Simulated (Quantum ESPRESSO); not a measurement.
# Magnetic state of MnSi15 (Si32 Mn2 d3p84) from several starts

Wanted: the moments of MnSi15 (Si32 Mn2 d3p84) and the energy of each order that was tried.

Calculated with Quantum ESPRESSO 7.5; PBE; plane waves with GBRV 1.5 PBE potentials, no spin-orbit coupling.

## (1) The structure

It takes space group P222_1 (No. 17, orthorhombic). Conventional cell: a = 10.862 Å, b = 10.862 Å, c = 5.431 Å, α = 90.00°, β = 90.00°, γ = 90.00°. Mn has 4 Si at 2.35 Å nearest. Nearest to Si lie 2 Mn at 2.35 Å and 2 Si at 2.35 Å. Nearest to Si lie 3 Si at 2.35 Å and 1 Mn at 2.35 Å. Nearest to Si lie 4 Si at 2.35 Å. Si has 4 Si at 2.35 Å nearest. substitutional dopants on the host's measured lattice, atoms not relaxed. Farther neighbours are not listed.

The cell was typed by rule, not taken from a database of measured structures.

## (2) Run 1 (ferro ++)

The signs are those of the starting moments on the seeded atoms, the atoms that are given a moment.

pw.in

```
&CONTROL
  calculation = 'scf'
  prefix = 'pwscf'
  outdir = './tmp'
  pseudo_dir = './pseudo'
  disk_io = 'nowf'
/
&SYSTEM
  ibrav = 0
  celldm(1) = 8
  nat = 32
  ntyp = 2
  ecutwfc = 40
  ecutrho = 280
  nbnd = 107
  occupations = 'smearing'
  smearing = 'fd'
  degauss = 0.00367493
  nspin = 2
  starting_magnetization(1) = 0.3
  starting_magnetization(2) = 0
/
&ELECTRONS
  conv_thr = 6.4d-08
  electron_maxstep = 150
  mixing_beta = 0.3
/
ATOMIC_SPECIES
Mn     54.9380 mn_pbe_v1.5.uspp.F.UPF
Si     28.0850 si_pbe_v1.uspp.F.UPF
CELL_PARAMETERS alat
   2.5657756457106    0.0000000000000    0.0000000000000
   0.0000000000000    2.5657756457106    0.0000000000000
   0.0000000000000    0.0000000000000    1.2828878228553
ATOMIC_POSITIONS crystal
Mn      0.0000000000    0.0000000000    0.0000000000
Si      0.1250000000    0.1250000000    0.2500000000
Mn      0.0000000000    0.2500000000    0.5000000000
Si      0.1250000000    0.3750000000    0.7500000000
Si      0.2500000000    0.0000000000    0.5000000000
Si      0.3750000000    0.1250000000    0.7500000000
Si      0.2500000000    0.2500000000    0.0000000000
Si      0.3750000000    0.3750000000    0.2500000000
Si      0.0000000000    0.5000000000    0.0000000000
Si      0.1250000000    0.6250000000    0.2500000000
Si      0.0000000000    0.7500000000    0.5000000000
Si      0.1250000000    0.8750000000    0.7500000000
Si      0.2500000000    0.5000000000    0.5000000000
Si      0.3750000000    0.6250000000    0.7500000000
Si      0.2500000000    0.7500000000    0.0000000000
Si      0.3750000000    0.8750000000    0.2500000000
Si      0.5000000000    0.0000000000    0.0000000000
Si      0.6250000000    0.1250000000    0.2500000000
Si      0.5000000000    0.2500000000    0.5000000000
Si      0.6250000000    0.3750000000    0.7500000000
Si      0.7500000000    0.0000000000    0.5000000000
Si      0.8750000000    0.1250000000    0.7500000000
Si      0.7500000000    0.2500000000    0.0000000000
Si      0.8750000000    0.3750000000    0.2500000000
Si      0.5000000000    0.5000000000    0.0000000000
Si      0.6250000000    0.6250000000    0.2500000000
Si      0.5000000000    0.7500000000    0.5000000000
Si      0.6250000000    0.8750000000    0.7500000000
Si      0.7500000000    0.5000000000    0.5000000000
Si      0.8750000000    0.6250000000    0.7500000000
Si      0.7500000000    0.7500000000    0.0000000000
Si      0.8750000000    0.8750000000    0.2500000000
K_POINTS automatic
3 3 5 0 0 0
```

Launch:

```
OMP_NUM_THREADS=1 mpirun -n 4 pw.x -nk 4 -in pw.in > pw.out
```

What it wrote:

```text
Program PWSCF v.7.5 starts

     Message from routine setup:
     using ibrav=0 with symmetry is DISCOURAGED, use correct ibrav instead

     K-points division:     npool     =       4
     Subspace diagonalization in iterative solution of the eigenvalue problem:

     G-vector sticks info
     --------------------
     sticks:   dense  smooth     PW     G-vecs:    dense   smooth      PW
     Sum        9393    5377   1473               342127   147905   21125

     Using Slab Decomposition

     bravais-lattice index     =            0
     lattice parameter (alat)  =       8.0000  a.u.
     unit-cell volume          =    4324.1027 (a.u.)^3
     number of atoms/cell      =           32
     number of atomic types    =            2
     number of electrons       =       150.00
     number of Kohn-Sham states=          107
     kinetic-energy cutoff     =      40.0000  Ry
     charge density cutoff     =     280.0000  Ry
     scf convergence threshold =      6.4E-08
     mixing beta               =       0.3000
     number of iterations used =            8  plain     mixing
     Exchange-correlation= SLA  PW   PBE  PBE
                           (   1   4   3   4   0   0   0)

     celldm(1)=   8.000000  celldm(2)=   0.000000  celldm(3)=   0.000000
     celldm(4)=   0.000000  celldm(5)=   0.000000  celldm(6)=   0.000000

     crystal axes: (cart. coord. in units of alat)
               a(1) = (   2.565776   0.000000   0.000000 )
               a(2) = (   0.000000   2.565776   0.000000 )
               a(3) = (   0.000000   0.000000   1.282888 )

     reciprocal axes: (cart. coord. in units 2 pi/alat)
               b(1) = (  0.389746  0.000000  0.000000 )
               b(2) = (  0.000000  0.389746  0.000000 )
               b(3) = (  0.000000  0.000000  0.779491 )

     PseudoPot. # 1 for Mn read from file:
     mn_pbe_v1.5.uspp.F.UPF
     Pseudo is Ultrasoft + core correction, Zval = 15.0
     Generated by new atomic code, or converted to UPF format
     Using radial grid of  859 points,  6 beta functions with:
                l(1) =   0
                l(2) =   0
                l(3) =   1
                l(4) =   1
                l(5) =   2
                l(6) =   2
     Q(r) pseudized with  8 coefficients,  rinner =    0.950   0.950   0.950
                                                       0.950   0.950

     PseudoPot. # 2 for Si read from file:
     si_pbe_v1.uspp.F.UPF
     Pseudo is Ultrasoft + core correction, Zval =  4.0
     Generated by new atomic code, or converted to UPF format
     Using radial grid of  899 points,  6 beta functions with:
                l(1) =   0
                l(2) =   0
                l(3) =   1
                l(4) =   1
                l(5) =   2
                l(6) =   2
     Q(r) pseudized with  8 coefficients,  rinner =    0.900   0.900   0.900
                                                       0.900   0.900

     atomic species   valence    mass     pseudopotential
     Mn               15.00    54.93800     Mn( 1.00)
     Si                4.00    28.08500     Si( 1.00)

     Starting magnetic structure
     atomic species   magnetization
     Mn              0.300
     Si              0.000

      4 Sym. Ops. (no inversion) found ( 2 have fractional translation)

   Cartesian axes

     site n.     atom                  positions (alat units)
         1        Mn     tau(   1) = (   0.0000000   0.0000000   0.0000000  )
         2        Si     tau(   2) = (   0.3207220   0.3207220   0.3207220  )
         3        Mn     tau(   3) = (   0.0000000   0.6414439   0.6414439  )
         4        Si     tau(   4) = (   0.3207220   0.9621659   0.9621659  )
         5        Si     tau(   5) = (   0.6414439   0.0000000   0.6414439  )
         6        Si     tau(   6) = (   0.9621659   0.3207220   0.9621659  )
         7        Si     tau(   7) = (   0.6414439   0.6414439   0.0000000  )
         8        Si     tau(   8) = (   0.9621659   0.9621659   0.3207220  )
         9        Si     tau(   9) = (   0.0000000   1.2828878   0.0000000  )
        10        Si     tau(  10) = (   0.3207220   1.6036098   0.3207220  )
        11        Si     tau(  11) = (   0.0000000   1.9243317   0.6414439  )
        12        Si     tau(  12) = (   0.3207220   2.2450537   0.9621659  )
        13        Si     tau(  13) = (   0.6414439   1.2828878   0.6414439  )
        14        Si     tau(  14) = (   0.9621659   1.6036098   0.9621659  )
        15        Si     tau(  15) = (   0.6414439   1.9243317   0.0000000  )
        16        Si     tau(  16) = (   0.9621659   2.2450537   0.3207220  )
        17        Si     tau(  17) = (   1.2828878   0.0000000   0.0000000  )
        18        Si     tau(  18) = (   1.6036098   0.3207220   0.3207220  )
        19        Si     tau(  19) = (   1.2828878   0.6414439   0.6414439  )
        20        Si     tau(  20) = (   1.6036098   0.9621659   0.9621659  )
        21        Si     tau(  21) = (   1.9243317   0.0000000   0.6414439  )
        22        Si     tau(  22) = (   2.2450537   0.3207220   0.9621659  )
        23        Si     tau(  23) = (   1.9243317   0.6414439   0.0000000  )
        24        Si     tau(  24) = (   2.2450537   0.9621659   0.3207220  )
        25        Si     tau(  25) = (   1.2828878   1.2828878   0.0000000  )
        26        Si     tau(  26) = (   1.6036098   1.6036098   0.3207220  )
        27        Si     tau(  27) = (   1.2828878   1.9243317   0.6414439  )
        28        Si     tau(  28) = (   1.6036098   2.2450537   0.9621659  )
        29        Si     tau(  29) = (   1.9243317   1.2828878   0.6414439  )
        30        Si     tau(  30) = (   2.2450537   1.6036098   0.9621659  )
        31        Si     tau(  31) = (   1.9243317   1.9243317   0.0000000  )
        32        Si     tau(  32) = (   2.2450537   2.2450537   0.3207220  )

     number of k points=    12  Fermi-Dirac smearing, width (Ry)=  0.0037
                       cart. coord. in units 2pi/alat
        k(    1) = (   0.0000000   0.0000000   0.0000000), wk =   0.0222222
        k(    2) = (   0.0000000   0.0000000   0.1558983), wk =   0.0444444
        k(    3) = (   0.0000000   0.0000000   0.3117966), wk =   0.0444444
        k(    4) = (   0.0000000   0.1299152   0.0000000), wk =   0.0444444
        k(    5) = (   0.0000000   0.1299152   0.1558983), wk =   0.0888889
        [... 7 further k-points ...]

     Dense  grid:   342127 G-vectors     FFT dimensions: ( 120, 120,  60)

     Smooth grid:   147905 G-vectors     FFT dimensions: (  90,  96,  48)

     Check: negative core charge=   -0.000006
     Generating pointlists ...
     new r_m :   0.2291 (alat units)  1.8332 (a.u.) for type    1
     new r_m :   0.2291 (alat units)  1.8332 (a.u.) for type    2

     Initial potential from superposition of free atoms

     starting charge     148.9797, renormalised to     150.0000
     Starting wfcs are  146 randomized atomic wfcs

     Self-consistent Calculation

     iteration #  1     ecut=    40.00 Ry     beta= 0.30
     Davidson diagonalization with overlap
     ethr =  1.00E-02,  avg # of iterations =  3.1

     total energy              =    -704.19987127 Ry
     estimated scf accuracy    <      13.79679231 Ry

     total magnetization       =     4.47 Bohr mag/cell
     absolute magnetization    =     5.08 Bohr mag/cell

     iteration #  2     ecut=    40.00 Ry     beta= 0.30
     Davidson diagonalization with overlap
     ethr =  9.20E-03,  avg # of iterations =  3.8

     total energy              =    -702.13323073 Ry
     estimated scf accuracy    <     167.92800505 Ry

     total magnetization       =     0.42 Bohr mag/cell
     absolute magnetization    =     0.52 Bohr mag/cell

     iteration #  3     ecut=    40.00 Ry     beta= 0.30
     Davidson diagonalization with overlap
     ethr =  9.20E-03,  avg # of iterations =  5.6

     total energy              =    -709.83054043 Ry
     estimated scf accuracy    <       3.79338523 Ry

     total magnetization       =     5.98 Bohr mag/cell
     absolute magnetization    =     7.47 Bohr mag/cell

     [... further iterations left out ...]

     iteration # 13     ecut=    40.00 Ry     beta= 0.30
     Davidson diagonalization with overlap
     ethr =  1.11E-08,  avg # of iterations =  2.0

     total energy              =    -710.01882695 Ry
     estimated scf accuracy    <       0.00000137 Ry

     total magnetization       =     5.99 Bohr mag/cell
     absolute magnetization    =     7.55 Bohr mag/cell

     iteration # 14     ecut=    40.00 Ry     beta= 0.30
     Davidson diagonalization with overlap
     ethr =  9.14E-10,  avg # of iterations =  4.9

     total energy              =    -710.01882847 Ry
     estimated scf accuracy    <       0.00000027 Ry

     total magnetization       =     5.99 Bohr mag/cell
     absolute magnetization    =     7.55 Bohr mag/cell

     iteration # 15     ecut=    40.00 Ry     beta= 0.30
     Davidson diagonalization with overlap
     ethr =  1.78E-10,  avg # of iterations =  3.8

     total energy              =    -710.01882873 Ry
     estimated scf accuracy    <       0.00000007 Ry

     total magnetization       =     5.99 Bohr mag/cell
     absolute magnetization    =     7.55 Bohr mag/cell

     iteration # 16     ecut=    40.00 Ry     beta= 0.30
     Davidson diagonalization with overlap
     ethr =  4.85E-11,  avg # of iterations =  3.0

     Magnetic moment per site  (integrated on atomic sphere of radius R)
     atom   1 (R=0.229)  charge= 12.9833  magn=  2.8311
     atom   2 (R=0.229)  charge=  1.8401  magn= -0.1087
     atom   3 (R=0.229)  charge= 12.9833  magn=  2.8311
     atom   4 (R=0.229)  charge=  1.8338  magn= -0.0491
     atom   5 (R=0.229)  charge=  1.8152  magn=  0.0167
     atom   6 (R=0.229)  charge=  1.8219  magn= -0.0085
     atom   7 (R=0.229)  charge=  1.8152  magn=  0.0167
     atom   8 (R=0.229)  charge=  1.8230  magn= -0.0031
     atom   9 (R=0.229)  charge=  1.8175  magn=  0.0075
     atom  10 (R=0.229)  charge=  1.8229  magn= -0.0013
     atom  11 (R=0.229)  charge=  1.8175  magn=  0.0075
     atom  12 (R=0.229)  charge=  1.8338  magn= -0.0491
     atom  13 (R=0.229)  charge=  1.8209  magn=  0.0031
     atom  14 (R=0.229)  charge=  1.8223  magn= -0.0029
     atom  15 (R=0.229)  charge=  1.8209  magn=  0.0031
     atom  16 (R=0.229)  charge=  1.8230  magn= -0.0031
     atom  17 (R=0.229)  charge=  1.8241  magn= -0.0041
     atom  18 (R=0.229)  charge=  1.8219  magn= -0.0085
     atom  19 (R=0.229)  charge=  1.8241  magn= -0.0041
     atom  20 (R=0.229)  charge=  1.8230  magn= -0.0031
     atom  21 (R=0.229)  charge=  1.8152  magn=  0.0167
     atom  22 (R=0.229)  charge=  1.8401  magn= -0.1087
     atom  23 (R=0.229)  charge=  1.8152  magn=  0.0167
     atom  24 (R=0.229)  charge=  1.8338  magn= -0.0491
     atom  25 (R=0.229)  charge=  1.8247  magn= -0.0023
     atom  26 (R=0.229)  charge=  1.8223  magn= -0.0029
     atom  27 (R=0.229)  charge=  1.8247  magn= -0.0023
     atom  28 (R=0.229)  charge=  1.8230  magn= -0.0031
     atom  29 (R=0.229)  charge=  1.8209  magn=  0.0031
     atom  30 (R=0.229)  charge=  1.8229  magn= -0.0013
     atom  31 (R=0.229)  charge=  1.8209  magn=  0.0031
     atom  32 (R=0.229)  charge=  1.8338  magn= -0.0491

     End of self-consistent calculation

     [... lines left out ...]
     the Fermi energy is     6.3084 ev

!    total energy              =    -710.01882888 Ry
     estimated scf accuracy    <       0.00000002 Ry
     smearing contrib. (-TS)   =      -0.00269140 Ry
     internal energy E=F+TS    =    -710.01613748 Ry

     The total energy is F=E-TS. E is the sum of the following terms:
     one-electron contribution =    -395.15160464 Ry
     hartree contribution      =     257.46317849 Ry
     xc contribution           =    -182.27996124 Ry
     ewald contribution        =    -390.04775009 Ry

     total magnetization       =     5.99 Bohr mag/cell
     absolute magnetization    =     7.55 Bohr mag/cell

     convergence has been achieved in  16 iterations

=------------------------------------------------------------------------------=
   JOB DONE.
=------------------------------------------------------------------------------=
```

The job ended after 14 min (4 MPI ranks of Intel Xeon at 2.70GHz, shared host; peak memory 3.5 GiB; 57 min of CPU time).

Spin moment in the atom's sphere by element, in μB:

```
element  atoms   mean  spread (r.m.s.)  least  largest
     Mn      2   2.83             0.00   2.83     2.83
     Si     30  -0.01             0.03  -0.11     0.02
```

The atoms farthest from the mean of their element:

| atom | x, y, z (Å) | spin moment in the atom's sphere (μB) |
| --- | --- | --- |
| Si2 | 1.36, 1.36, 1.36 | -0.11 |
| Si22 | 9.50, 1.36, 4.07 | -0.11 |
| Si12 | 1.36, 9.50, 4.07 | -0.05 |
| Si4 | 1.36, 4.07, 4.07 | -0.05 |
| Si24 | 9.50, 4.07, 1.36 | -0.05 |
| Si32 | 9.50, 9.50, 1.36 | -0.05 |
| Si5 | 2.72, 0.00, 2.72 | 0.02 |
| Si7 | 2.72, 2.72, 0.00 | 0.02 |

Read from the output:

| Item | Value |
| --- | --- |
| smearing term TS | 0.03662 eV |
| magnetization | 5.992 μB |
| absolute magnetization | 7.55 μB |
| final state | ferromagnetic |

[end of part 1 of 2]

[Logs and program files are shortened in this print: banners, set-up blocks, solver, clock and traceback lines can be left out without a mark of their own.]

[Logs are printed without paths, hosts, clocks, repeated set-up lines and the standing remarks that a program may print on its own settings, such as how far it seeks lower states.]

[Hosts, paths, dates, database ids (printed as entryN), source tags and the programs' standing remarks are cut or masked in the printed files.]

[Where a cell is said to come from a database of computed structures, the database is the Materials Project.]
